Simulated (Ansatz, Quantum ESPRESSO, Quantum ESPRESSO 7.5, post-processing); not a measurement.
# The work function of Cu(100), 5 layers, one monolayer of P on bridge sites, level by level

How much energy does it take to lift an electron out of Cu(100), 5 layers, one monolayer of P on bridge sites, and how far do the settings matter?

Method: plane-wave DFT, PBE, GBRV ultrasoft pseudopotentials (geometry and cross-check by Ansatz 0.2.0 with PAW datasets; geometry under PBE), in Quantum ESPRESSO 7.5.

### 1. The structure

The cell holds 6 atoms: 5 Cu and 1 P. Its edges and angles: a = 2.553 Å, b = 2.553 Å, c = 26.220 Å, α = 90.0°, β = 90.0°, γ = 90.0°. It derives from Cu. Vacuum lies along c.

### 2. Relaxation with Ansatz

The geometry comes first, from a plane-wave PAW code, so that the later runs on this slab share one structure.

input.yaml reads:

```yaml
crystal:
  lattice:
    - [2.5526554801, 0.0, 0.0]
    - [0.0, 2.5526554801, 0.0]
    - [0.0, 0.0, 26.22]
  atoms:
    - { symbol: Cu, position: [0.0, 0.0, 0.3165522502] }
    - { symbol: Cu, position: [0.5, 0.5, 0.3853928299] }
    - { symbol: Cu, position: [0.0, 0.0, 0.4542334096] }
    - { symbol: Cu, position: [0.5, 0.5, 0.5230739893] }
    - { symbol: Cu, position: [0.0, 0.0, 0.591914569] }
    - { symbol: P, position: [0.5, 0.0, 0.6689803628] }
kpoints:
  mp_grid: { grid: [10, 10, 1] }
hamiltonian:
  xc: pbe
scf:
  occupations: { method: fermi_dirac, width: 0.1 }
  convergence: { dr2_threshold: 1.0e-08 }
efield:
  axis: 3
  dipole_correction: true
  ramp_position: 0.97
  ramp_width: 0.04
relax:
  f_tol: 0.01
  constraints: [{ sites: [0, 1, 2] }]
output:
  write_potential: true
  write_density: true
  volumetric_format: npy
```

The run is started by

```sh
$ ansatz run input.yaml --threads 4 --pin off --max-ram 8192MiB --backend cpu --events-out ev --progress --plain --runs-dir out
```

Planned after this: ground state; potential by pp.x; macroscopic average; density by pp.x; projected density of states; ground state: open boundaries by the effective screening medium; self-consistent run: PW91, GBRV ultrasoft; ground state: rev-vdW-DF2, GBRV ultrasoft; SCF with pw.x: PBE, SSSP efficiency; ground state: no dipole correction; all levels side by side; self-consistent run, with degauss = 0.03; SCF with pw.x, with electron_maxstep = 3; the arithmetic. Settings of the main run: tefield on, dipfield on, cutoff 40 Ry, smearing, Marzari-Vanderbilt smearing, smearing width 0.02 Ry, edir 3, emaxpos 0.97, eopreg 0.04, eamp 0 Hartree a.u., SCF threshold 1.00e-7 Ry, gbrv-pbe-1.5 potentials, 10×10×1 k-mesh, mpi ranks 4, pools 4, omp threads 1.

Q: Predict the work function of the covered face, PBE, GBRV; and work function of the bare face, PBE, GBRV.

At the first level (PBE, GBRV ultrasoft) the work function comes to 4.76 eV on the upper face and 4.53 eV on the lower. The P layer ends 2.01 Å above the top metal plane and raises the work function by 0.24 eV against the bare face. This is the step −180.95 p/A = +0.24 eV of the slab's dipole p = -0.008536 e Å, which the dipole correction builds in. The bare face is held at bulk positions, so it is no relaxed clean surface.

```
work function of the covered face, PBE, GBRV : 4.76 eV
work function of the bare face, PBE, GBRV    : 4.53 eV
covered face by ESM                          : 4.75 eV
dipole along the normal                      : -0.00854 e·Å
covered face by Ansatz                       : 4.76 eV
```

ESM differs from the periodic treatment by -16 meV on the upper face and +18 meV on the lower; the slab's dipole converges slowly, so differences of this size remain at the threshold used. Over the levels tried, the uncorrected run apart, the upper face spans 4.75 eV (QE PBE GBRV, ESM bc1) to 4.93 eV (QE rev-vdW-DF2 GBRV ultrasoft, ESM bc1). Without a correction the vacuum potential slopes by 15 meV/Å, so no single vacuum level can be read. Quantum ESPRESSO and Ansatz give 4.76 and 4.76 eV for the upper face, which agree. Ansatz ran with Fermi-Dirac smearing of 0.1 eV against cold smearing of 0.02 Ry, which alone can move a level by some tens of meV. With 10×10 points and so few layers the values hold to some 0.05 to 0.1 eV. The slab is cut at a tabulated measured bulk lattice constant, given to two decimals. A full 1×1 monolayer may not be the stable structure at this coverage.

[Logs are printed without paths, hosts, clocks, repeated set-up lines and the standing remarks that a program may print on its own settings, such as how far it seeks lower states.]

[Hosts, paths, dates, database ids (printed as entryN), source tags and the programs' standing remarks are cut or masked in the printed files.]

[Maps of the electrostatic potential energy from Ansatz leave out the sawtooth potential of an applied field or a dipole correction, so their vacuum need not be flat; planar profiles and work functions include it.]
